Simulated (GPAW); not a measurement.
## How BaTiO3 absorbs and reflects light

Aim: the dielectric function of BaTiO3, and the optical constants that follow from it. The cell comes from an older database entry, whose edges can differ from later determinations, mostly by under a per cent.

Method: DFT, PBE, plane-wave PAW (GPAW data sets), scalar-relativistic, RPA, optical limit, in GPAW 26.7.0.

The database entry behind the starting cell differs from later determinations by our own check (c/a about 0.6 % short), so it need not match the best structure at ambient conditions.

**1. The starting structure**

It takes space group P4mm (No. 99, tetragonal). The conventional cell has a = 4.000 Å, b = 4.000 Å, c = 4.018 Å, α = 90.00°, β = 90.00°, γ = 90.00°. Nearest to Ba lie 12 O at 2.79 to 2.88 Å. Nearest to Ti lie 6 O at 1.89 to 2.13 Å. Nearest to O lie 2 Ti at 2.00 Å and 4 Ba at 2.79 to 2.88 Å. O has 2 Ti at 1.89 to 2.13 Å and 4 Ba at 2.83 Å nearest. Farther neighbours and most contacts between anions are not listed.

As a file:

```xyz
5
Lattice="3.9998 0.0000 0.0000 0.0000 3.9998 0.0000 0.0000 0.0000 4.0180" Properties=species:S:1:pos:R:3 pbc="T T T"
Ba    0.0000    0.0000    0.0000
Ti    1.9999    1.9999    1.9688
O     0.0000    1.9999    2.0773
O     1.9999    0.0000    2.0773
O     1.9999    1.9999    0.0763
```

**2. Dielectric function, RPA**

Local fields let the induced charge screen the field inside the cell, which as a rule lowers ε, most along directions where the density is uneven.

The input, df.py:

```python
from gpaw.response.df import DielectricFunction

df = DielectricFunction('full.gpw', frequencies={'type': 'nonlinear', 'domega0': 0.03, 'omega2': 8},
                        ecut=50,
                        eta=0.15,
                        nbands=51,
                        txt='df.txt')
for direction in ['x', 'z']:
    df.get_dielectric_function(xc='RPA', direction=direction, filename=f'df_{direction}.csv')
```

Run with:

```bash
$ OMP_NUM_THREADS=1 python df.py
```

Numbers of over 12 decimals in the logs are rounded to 6 here.

The log of the run:

```text
Using integrator: PointIntegrator
NonLinearFrequencyDescriptor(from 0.000 to 88.070 eV, 529 points)
Nonperiodic BCs:  [False False False]
Using integrator: PointIntegrator
NonLinearFrequencyDescriptor(from 0.000 to 88.070 eV, 529 points)
Nonperiodic BCs:  [False False False]

Calculating chi0 body with:
    Ground state adapter containing:
    Number of spins: 1
    Number of kpoints: 343
    Number of irreducible kpoints: 40
    Number of completely occupied states: 20
    Number of partially occupied states: 20

    Linear response parametrization:
    q_c: [0.0, 0.0, 0.0]
    Number of frequency points: 529
    Planewave cutoff: 50.0
    Number of bands: 51
    Number of planewaves: 57
    Broadening (eta): 0.15

Integrating chi0 body.

Symmetries of q_c:
    Direct symmetries (Uq -> q): 8
    Indirect symmetries (TUq -> q): 8
In total 16 allowed symmetries.

40 groups of equivalent kpoints. 88.338192% reduction.

Integral kind: spectral function

Calculating chi0 optical extensions with:
    Ground state adapter containing:
    Number of spins: 1
    Number of kpoints: 343
    Number of irreducible kpoints: 40
    Number of completely occupied states: 20
    Number of partially occupied states: 20

    Linear response parametrization:
    Number of frequency points: 529
    Planewave cutoff: 50.0
    Number of bands: 51
    Number of planewaves: 57
    Broadening (eta): 0.15
Integrating chi0 head and wings.

Symmetries of q_c:
    Direct symmetries (Uq -> q): 8
    Indirect symmetries (TUq -> q): 8
In total 16 allowed symmetries.

40 groups of equivalent kpoints. 88.338192% reduction.

Integral kind: spectral function wings
```

It took 12 s on 1 thread of Arm Neoverse V2, shared host; peak memory 0.38 GiB.

Numbers from this step:

* electronic dielectric constant ε∞, mean over x, y and z (by symmetry where fewer were run): 5.846

Some rows of df_x.csv (energy; Re and Im without local fields; Re and Im with them):

```text
0.000000, 6.202681, 0.000000, 5.966072, -0.000000
0.429336, 6.244127, 0.029653, 6.005539, 0.028226
0.878195, 6.385296, 0.067543, 6.139808, 0.064169
1.347938, 6.680983, 0.130718, 6.420240, 0.123695
1.840057, 7.304529, 0.318161, 7.008372, 0.298845
2.356191, 8.072910, 1.145631, 7.726575, 1.061365
2.898142, 8.757490, 3.051671, 8.417666, 2.790592
3.467895, 7.918659, 5.228512, 7.791396, 4.829387
4.067647, 5.570276, 7.222255, 5.834211, 6.905519
4.699832, 1.847055, 4.217101, 1.788974, 4.470457
5.367152, 2.426735, 3.213272, 2.289544, 3.395325
6.072622, 3.931831, 3.036201, 3.727415, 3.142961
6.819608, 4.113290, 3.629719, 3.859523, 3.727108
7.611886, 2.651346, 4.009638, 2.151369, 4.130995
8.453705, 2.798668, 4.180600, 2.216280, 4.067534
9.349861, 1.057338, 4.294604, 0.697940, 3.978552
10.305790, 0.090374, 4.198141, 0.051863, 3.784730
11.327680, -0.255870, 2.427424, -0.325203, 2.325319
12.422601, 0.217682, 1.346866, -0.073766, 1.273474
13.598673, 0.894543, 0.745385, 0.516246, 0.677390
```

Sum at mesh points, not converged in k; values under the direct gap are tails of Lorentzian lines. Im ε against photon energy; read off at these points:

```csv
photon energy (eV),E ∥ x,E ∥ z
0.00,0,0
0.50,0.0332,0.0244
1.00,0.0764,0.0540
1.50,0.155,0.0990
2.00,0.498,0.199
2.50,1.37,0.654
3.00,3.29,1.96
3.50,5.07,3.74
4.00,6.38,5.72
4.16,7.24,6.61
4.50,6.13,5.55
5.00,3.49,3.86
5.50,2.91,3.09
6.00,2.88,3.03
6.50,3.46,3.73
7.00,4.19,4.39
7.21,4.54,4.94
7.50,4.38,4.76
8.00,4.37,5.23
8.50,4.24,4.69
8.70,4.66,4.87
9.00,4.00,4.21
9.50,3.67,4.11
10.00,3.71,3.78
10.50,3.53,3.46
11.00,2.74,2.70
11.50,2.26,2.24
12.00,1.89,1.84
12.50,1.31,1.35
13.00,0.923,0.952
13.50,0.718,0.735
```

The reflectivity at normal incidence has structure finer than the step of the table below, so its rows give means over 0.25 eV, whole bins alone (the curve runs from 0 to 14.0 eV). Peaks (eV: height): E ∥ x 4.156: 30.2, 10.663: 28.1; E ∥ z 4.112: 29.0, 8.026: 26.0, 9.483: 26.3, 10.591: 29.0.

Sum at mesh points, not converged in k. Table of reflectivity at normal incidence by photon energy; means over each step:

```
photon energy (eV)  E ∥ x (%)  E ∥ z (%)
              0.25       17.6       16.5
              0.50       17.7       16.6
              0.75       17.9       16.8
              1.00       18.2       17.0
              1.25       18.6       17.3
              1.50       19.2       17.7
              1.75       20.1       18.3
              2.00       21.2       19.0
              2.25       22.0       20.0
              2.50       23.2       21.1
              2.75       24.4       22.4
              3.00       25.5       23.4
              3.25       25.9       24.1
              3.50       27.2       26.1
              3.75       26.9       26.2
              4.00       28.6       27.9
              4.25       29.9       27.9
              4.50       28.2       25.6
              4.75       22.1       23.9
              5.00       18.3       20.0
              5.25       18.5       19.1
              5.50       15.3       16.7
              5.75       14.6       17.4
              6.00       16.3       16.7
              6.25       17.8       18.9
              6.50       17.8       19.2
              6.75       18.5       19.4
              7.00       20.9       21.7
              7.25       21.7       23.3
              7.50       21.4       22.9
              7.75       19.7       21.8
              8.00       21.5       24.7
              8.25       21.4       22.0
              8.50       21.6       23.6
              8.75       24.2       25.5
              9.00       22.8       24.1
              9.25       23.9       25.0
              9.50       22.9       26.1
              9.75       21.6       23.5
             10.00       22.4       23.7
             10.25       25.9       26.8
             10.50       26.8       28.1
             10.75       27.2       26.6
             11.00       25.6       25.3
             11.25       25.4       25.9
             11.50       23.9       24.5
             11.75       24.0       24.2
             12.00       25.4       25.4
             12.25       24.2       23.4
             12.50       18.5       19.2
             12.75       18.9       19.6
             13.00       13.3       14.2
             13.25       10.9       11.3
             13.50       7.47       7.68
             13.75       3.82       3.86
```

Sum at mesh points, not converged in k; values under the direct gap are tails of Lorentzian lines. Table of Im ε, E ∥ x by photon energy; read off at these points:

```
photon energy (eV)  without local fields  with local fields
              0.00                     0                  0
              0.50                0.0349             0.0332
              1.00                0.0805             0.0764
              1.50                 0.164              0.155
              2.00                 0.532              0.498
              2.50                  1.49               1.37
              3.00                  3.59               3.29
              3.50                  5.48               5.07
              4.00                  6.73               6.38
              4.16                  7.42               7.24
              4.50                  5.84               6.13
              5.00                  3.34               3.49
              5.50                  2.75               2.91
              6.00                  2.77               2.88
              6.50                  3.33               3.46
              7.00                  4.06               4.19
              7.21                  4.34               4.54
              7.50                  4.21               4.38
              8.00                  4.43               4.37
              8.50                  4.39               4.24
              8.70                  4.95               4.66
              9.00                  4.26               4.00
              9.50                  4.00               3.67
             10.00                  4.14               3.71
             10.50                  3.85               3.53
             11.00                  2.90               2.74
             11.50                  2.34               2.26
             12.00                  1.86               1.89
             12.50                  1.40               1.31
             13.00                 0.990              0.923
             13.50                 0.790              0.718
```

Sum at mesh points, not converged in k; values under the direct gap are tails of Lorentzian lines. Table of loss function −Im 1/ε at q → 0 by energy loss; read off at these points:

| energy loss (eV) | E ∥ x | E ∥ z |
| --- | --- | --- |
| 0.000 | 0 | 0 |
| 0.250 | 4.5e-4 | 3.8e-4 |
| 0.500 | 9.2e-4 | 7.7e-4 |
| 0.750 | 0.00142 | 0.00117 |
| 1.000 | 0.00199 | 0.00162 |
| 1.250 | 0.00268 | 0.00213 |
| 1.500 | 0.00360 | 0.00273 |
| 1.750 | 0.00513 | 0.00352 |
| 2.000 | 0.00929 | 0.00473 |
| 2.250 | 0.0160 | 0.00752 |
| 2.500 | 0.0210 | 0.0124 |
| 2.750 | 0.0299 | 0.0189 |
| 3.000 | 0.0422 | 0.0297 |
| 3.250 | 0.0514 | 0.0358 |
| 3.500 | 0.0598 | 0.0449 |
| 3.750 | 0.0766 | 0.0616 |
| 4.000 | 0.0798 | 0.0685 |
| 4.250 | 0.108 | 0.100 |
| 4.500 | 0.146 | 0.122 |
| 4.750 | 0.196 | 0.146 |
| 5.000 | 0.191 | 0.167 |
| 5.250 | 0.183 | 0.167 |
| 5.500 | 0.207 | 0.159 |
| 5.750 | 0.154 | 0.149 |
| 6.000 | 0.133 | 0.139 |
| 6.250 | 0.143 | 0.121 |
| 6.500 | 0.153 | 0.144 |
| 6.750 | 0.133 | 0.129 |
| 7.000 | 0.143 | 0.129 |
| 7.250 | 0.162 | 0.143 |
| 7.500 | 0.173 | 0.163 |
| 7.750 | 0.190 | 0.169 |
| 8.000 | 0.172 | 0.165 |
| 8.250 | 0.203 | 0.200 |
| 8.500 | 0.185 | 0.179 |
| 8.750 | 0.200 | 0.201 |
| 9.000 | 0.230 | 0.223 |
| 9.250 | 0.229 | 0.222 |
| 9.500 | 0.263 | 0.241 |
| 9.750 | 0.271 | 0.284 |
| 10.000 | 0.255 | 0.257 |
| 10.250 | 0.253 | 0.262 |
| 10.500 | 0.283 | 0.286 |
| 10.750 | 0.328 | 0.355 |
| 11.000 | 0.361 | 0.367 |
| 11.250 | 0.400 | 0.390 |
| 11.500 | 0.437 | 0.439 |
| 11.750 | 0.470 | 0.474 |
| 12.000 | 0.506 | 0.515 |
| 12.250 | 0.666 | 0.657 |
| 12.500 | 0.764 | 0.742 |
| 12.750 | 0.831 | 0.817 |
| 12.916 | 1.06 | 1.03 |
| 13.000 | 1.03 | 1.02 |
| 13.250 | 0.983 | 1.02 |
| 13.425 | 1.08 | 1.07 |
| 13.500 | 1.04 | 1.04 |
| 13.750 | 0.772 | 0.749 |

From ε follow the optical constants at some laser and lamp lines:

```csv
wavelength (nm),n x,k x,R (%) x,1/α x,n z,k z,R (%) z,1/α z
1550,2.47,0.012,18.0,11 µm,2.39,0.009,16.8,14 µm
1064,2.51,0.019,18.5,4.4 µm,2.42,0.014,17.2,6.2 µm
633,2.69,0.080,21.0,631 nm,2.53,0.036,18.9,1.4 µm
405,2.90,0.593,25.5,54 nm,2.82,0.374,23.5,86 nm
308,2.75,1.195,29.0,21 nm,2.85,1.044,28.3,23 nm
248,1.84,0.950,17.9,21 nm,1.96,0.987,19.5,20 nm
193,2.03,0.862,18.2,18 nm,2.11,0.920,19.8,17 nm
```

Below the direct gap, k and the depth come from the tails of the Lorentzian lines, not from transitions.

Rows near the edge hang on the gap, which this functional as a rule makes too small, and phonon-assisted absorption is left out.

**3. What came out**

| Property | Result |
| --- | --- |
| electronic dielectric constant ε∞, mean over x, y and z (by symmetry where fewer were run) (RPA) | 5.85 |

At this level (PBE, RPA) BaTiO3 has a mean ε∞ = 5.85 and n = 2.47 at 1550 nm (E ∥ x). Local fields change the static value along x from 6.20 to 5.97 (-4 %). The static values by axis are 5.97 (x), 5.61 (z). Excitons and phonon-assisted transitions are missing; PBE gaps are as a rule too small, which pulls the onset down and ε∞ up. Spin-orbit coupling is left out although heavy atoms are present. In this version of GPAW the matrix elements of the optical limit are incomplete, which can lower ε − 1 by up to a tenth where first-row anions or d states rule, and shift it by more in d metals. The sum runs over mesh points 0.22 Å⁻¹ apart with no interpolation, so peaks are partly noise of the mesh and static values carry its error.

[Machine, clock and banner lines and Python warnings are left out of the logs.]

[Logs are printed without paths, hosts, clocks, repeated set-up lines and the standing remarks that a program may print on its own settings, such as how far it seeks lower states.]

[Hosts, paths, dates, database ids (printed as entryN), source tags and the programs' standing remarks are cut or masked in the printed files.]
